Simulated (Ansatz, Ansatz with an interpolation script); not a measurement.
# Cs2KYF6 (Fm-3m): what limits a Wannier interpolation of GW, part 2 of 2

Wanted: errors and cost of interpolated bands of Cs2KYF6 (Fm-3m) under coarser or faulty settings.

Ansatz 0.2.0; maximally localised Wannier functions, LDA, plane waves, PAW; PAW set soft_1. Known limits of the many-body steps: not at the basis limit; no spin-orbit coupling; coarse k mesh.

So far. Step 3 (Wannier model on 4×4×4): Near the gap the model misses directly solved bands by 2.4 meV r.m.s. and by 56 meV at most in the window tested. This tests the starting bands, not the corrections carried with them. Step 5 (G0W0: 4×4×4 mesh, 792 empty bands, screening to 140 eV …): The G0W0 gap on the mesh is 9.863 eV.

## (6) G0W0: 2×2×2 mesh, 792 empty bands, screening to 140 eV, PAW set soft_1 files

Level of this step: G0W0 on LDA, plane waves, PAW; PAW set soft_1 (Ansatz).

input.yaml reads:

```yaml
crystal:
  lattice:
    - [0.0, 4.7225, 4.7225]
    - [4.7225, 0.0, 4.7225]
    - [4.7225, 4.7225, 0.0]
  atoms:
    - { symbol: K, position: [0.5, 0.5, 0.5] }
    - { symbol: Cs, position: [0.25, 0.25, 0.25] }
    - { symbol: Cs, position: [0.75, 0.75, 0.75] }
    - { symbol: "Y", position: [0.0, 0.0, 0.0] }
    - { symbol: F, position: [0.775, 0.225, 0.225] }
    - { symbol: F, position: [0.225, 0.775, 0.225] }
    - { symbol: F, position: [0.225, 0.775, 0.775] }
    - { symbol: F, position: [0.775, 0.225, 0.775] }
    - { symbol: F, position: [0.225, 0.225, 0.775] }
    - { symbol: F, position: [0.775, 0.775, 0.225] }
kpoints:
  mp_grid: { grid: [2, 2, 2] }
hamiltonian:
  xc: lda
  pseudopotentials: { kind: paw, azcp: { folder: soft_1 }, xc_functional: pbe }
scf:
  occupations: { method: fixed }
gw:
  n_empty_bands: 792
  ecut_chi: 140.0
  qp_bands: [v24, c1]
  screening: { model: contour_deformation }
```

Started as:

```sh
$ ansatz run input.yaml --threads 2 --pin off --max-ram 92160MiB --backend cuda --events-out ev --progress --plain --runs-dir out --devices 1 --max-vram 13GiB
```

Numbers of over 12 decimals in the logs are rounded to 6 here.

The log of the run:

```text
GPUs: using 1 of 1 available (devices: 1).
[...]
GPU FFT provider: cuFFT
GPU libraries: cuBLAS 13.8.2, cuFFT 12.4.0, cuSOLVER 12.3.4
Crystal: 10 atoms, lattice volume = 210.642 Å³
Basis set: ecut = 420 eV, 4111 PW (Γ)
Bands: 50, of which v1, the nominal top of the filled ones, is band 40 counted from 1 (39 counted from 0)
Symmetry: 48 space group operations
[...]
k-points: 3 of 8
[...]
0    24     -0.0871   -30.0287     5.6517   -22.3579  0.7694    -2.1653    -2.1062  root
[...]
2    38      1.3116   -31.5236     5.5274   -24.0270  0.7810    -0.7041    -0.6575  root
     2    39      1.3116   -31.5236     5.5274   -24.0270  0.7810    -0.7041    -0.6575  root
     2    40      1.3823   -30.9572     5.6493   -23.3408  0.7736    -0.6344    -0.5847  root
     2    41      9.3673    -6.1927    -3.1547   -10.9840  0.8700    11.0206    11.0039  root
[key lines of the parts left out:]
SCF converged after 9 iterations
Free energy (F): -21031.167034 eV
Fermi energy:    1.390096 eV
```

Elapsed: 15 s, on 1 × NVIDIA H100 80GB HBM3 (shared by 6 runs) with 2 threads of AMD EPYC 7R13 (Zen 3), shared host; peak memory 1.6 GiB.

The G0W0 gap on the mesh is 9.876 eV.

## (7) G0W0: 4×4×4 mesh, 368 empty bands, screening to 84 eV, PAW set soft_1 files

Edit input.yaml of step 6 so:

```diff
@@ -17,3 +17,3 @@
 kpoints:
-  mp_grid: { grid: [2, 2, 2] }
+  mp_grid: { grid: [4, 4, 4] }
 hamiltonian:
@@ -24,4 +24,4 @@
 gw:
-  n_empty_bands: 792
-  ecut_chi: 140.0
+  n_empty_bands: 368
+  ecut_chi: 84
   qp_bands: [v24, c1]
```

The log of the run:

```text
GPUs: using 1 of 1 available (devices: 1).
[...]
GPU FFT provider: cuFFT
GPU libraries: cuBLAS 13.8.2, cuFFT 12.4.0, cuSOLVER 12.3.4
Crystal: 10 atoms, lattice volume = 210.642 Å³
Basis set: ecut = 420 eV, 4111 PW (Γ)
Bands: 50, of which v1, the nominal top of the filled ones, is band 40 counted from 1 (39 counted from 0)
Symmetry: 48 space group operations
[...]
k-points: 8 of 64
[...]
0    24     -0.0901   -30.0187     5.7553   -22.3588  0.7722    -2.0478    -1.9947  root
[...]
7    38      1.2772   -31.3652     5.5883   -23.9183  0.7858    -0.6231    -0.5815  root
     7    39      1.3165   -30.7729     5.6615   -23.2209  0.7800    -0.6194    -0.5739  root
     7    40      1.3165   -30.7729     5.6615   -23.2209  0.7800    -0.6194    -0.5739  root
     7    41      9.8360    -6.3680    -3.0584   -11.2007  0.8698    11.6305    11.6103  root
[key lines of the parts left out:]
SCF converged after 9 iterations
Free energy (F): -21031.176590 eV
Fermi energy:    1.386666 eV
```

The job ended after 44 s (1 × NVIDIA H100 80GB HBM3 (shared by 6 runs) with 2 threads; peak memory 1.6 GiB; 71 s of CPU time).

The G0W0 gap on the mesh is 9.816 eV.

## (8) G0W0: 4×4×4 mesh, 792 empty bands, screening to 140 eV, plasmon pole, PAW set soft_1 files

Edit input.yaml of step 7 so:

```diff
@@ -24,5 +24,5 @@
 gw:
-  n_empty_bands: 368
-  ecut_chi: 84
+  n_empty_bands: 792
+  ecut_chi: 140.0
   qp_bands: [v24, c1]
-  screening: { model: contour_deformation }
+  screening: { model: godby_needs }
```

The log of the run:

```text
GPUs: using 1 of 1 available (devices: 1).
[...]
GPU FFT provider: cuFFT
GPU libraries: cuBLAS 13.8.2, cuFFT 12.4.0, cuSOLVER 12.3.4
Crystal: 10 atoms, lattice volume = 210.642 Å³
Basis set: ecut = 420 eV, 4111 PW (Γ)
Bands: 50, of which v1, the nominal top of the filled ones, is band 40 counted from 1 (39 counted from 0)
Symmetry: 48 space group operations
[...]
k-points: 8 of 64
[...]
0    24     -0.0901   -30.0187     5.6471   -22.3588  0.7879    -2.1348    -2.1028  root
[...]
7    38      1.2772   -31.3652     5.5266   -23.9183  0.7928    -0.6686    -0.6431  root
     7    39      1.3165   -30.7729     5.6155   -23.2209  0.7885    -0.6470    -0.6199  root
     7    40      1.3165   -30.7729     5.6155   -23.2209  0.7885    -0.6470    -0.6199  root
     7    41      9.8360    -6.3680    -3.1028   -11.2007  0.8754    11.5773    11.5659  root
[key lines of the parts left out:]
SCF converged after 9 iterations
Free energy (F): -21031.176590 eV
Fermi energy:    1.386666 eV
```

Run time: 3.3 min. Hardware: 1 × NVIDIA H100 80GB HBM3 (shared by 6 runs) with 2 threads; peak memory 6.2 GiB.

The G0W0 gap on the mesh is 9.848 eV.

## (9) Interpolated results

Times are wall times on 1 × NVIDIA H100 80GB HBM3 (shared by 6 runs) with 2 threads of AMD EPYC 7R13 (Zen 3), shared host, good to a factor of about two.

```
GW mesh  empty bands  cutoff (eV)            frequency  gap on mesh (eV)  gap over zone (eV)  direct gap (eV)  valence width (eV)  GW time
  4×4×4          792          140  contour deformation             9.863               9.863            9.863               5.131  2.1 min
  2×2×2          792          140  contour deformation             9.876               9.879            9.879               5.123     15 s
  4×4×4          368           84  contour deformation             9.816               9.816            9.816               5.000     44 s
  4×4×4          792          140         plasmon pole             9.848               9.848            9.848               5.221  3.3 min
```

## (10) What came out

* 4×4×4 mesh, 792 empty bands, screening to 140 eV, PAW set soft_1 files: 9.86 eV
* 2×2×2 mesh, 792 empty bands, screening to 140 eV, PAW set soft_1 files: 9.88 eV
* 4×4×4 mesh, 368 empty bands, screening to 84 eV, PAW set soft_1 files: 9.82 eV
* 4×4×4 mesh, 792 empty bands, screening to 140 eV, plasmon pole, PAW set soft_1 files: 9.85 eV

In words: The largest change, −0.05 eV in the gap over the zone, comes with 4×4×4 mesh, 368 empty bands, screening to 84 eV, PAW set soft_1 files. The first run is a reference, not a converged one, and where a row moves several settings no single cause can be named. Rows on another GW mesh add that mesh's corrections to the bands of the one model. Coarser Wannier mesh (4×4×4): the miss near the gap goes from 1 (the model on 8×8×8) to 2 meV and the total spread from 60.3 to 54.8 Å². With 2×2×2 mesh, 792 empty bands, screening to 140 eV, PAW set soft_1 files the gap over the zone moves by +0.02 eV and that on the mesh by +0.01 eV. With 4×4×4 mesh, 368 empty bands, screening to 84 eV, PAW set soft_1 files the gap over the zone moves by −0.05 eV and that on the mesh by −0.05 eV. With 4×4×4 mesh, 792 empty bands, screening to 140 eV, plasmon pole, PAW set soft_1 files the gap over the zone moves by −0.01 eV and that on the mesh by −0.02 eV. Gaps over the zone and on the mesh differ where an edge lies off the mesh, or where a GW run starts from another density: the starting gap over the zone is 6.369 eV, on the GW meshes it is 6.369 eV and 6.367 eV. The many-body steps are scalar-relativistic: spin-orbit coupling is not in them.

[Paths, hosts, dates, memory and timing lines, banners, echoed tables and standing remarks are left out of the program output.]

[Logs are printed without paths, hosts, clocks, repeated set-up lines and the standing remarks that a program may print on its own settings, such as how far it seeks lower states.]

[Runs of the session that timed out or met a known fault of the program may be left out.]

[Hosts, paths, dates, database ids (printed as entryN), source tags and the programs' standing remarks are cut or masked in the printed files.]
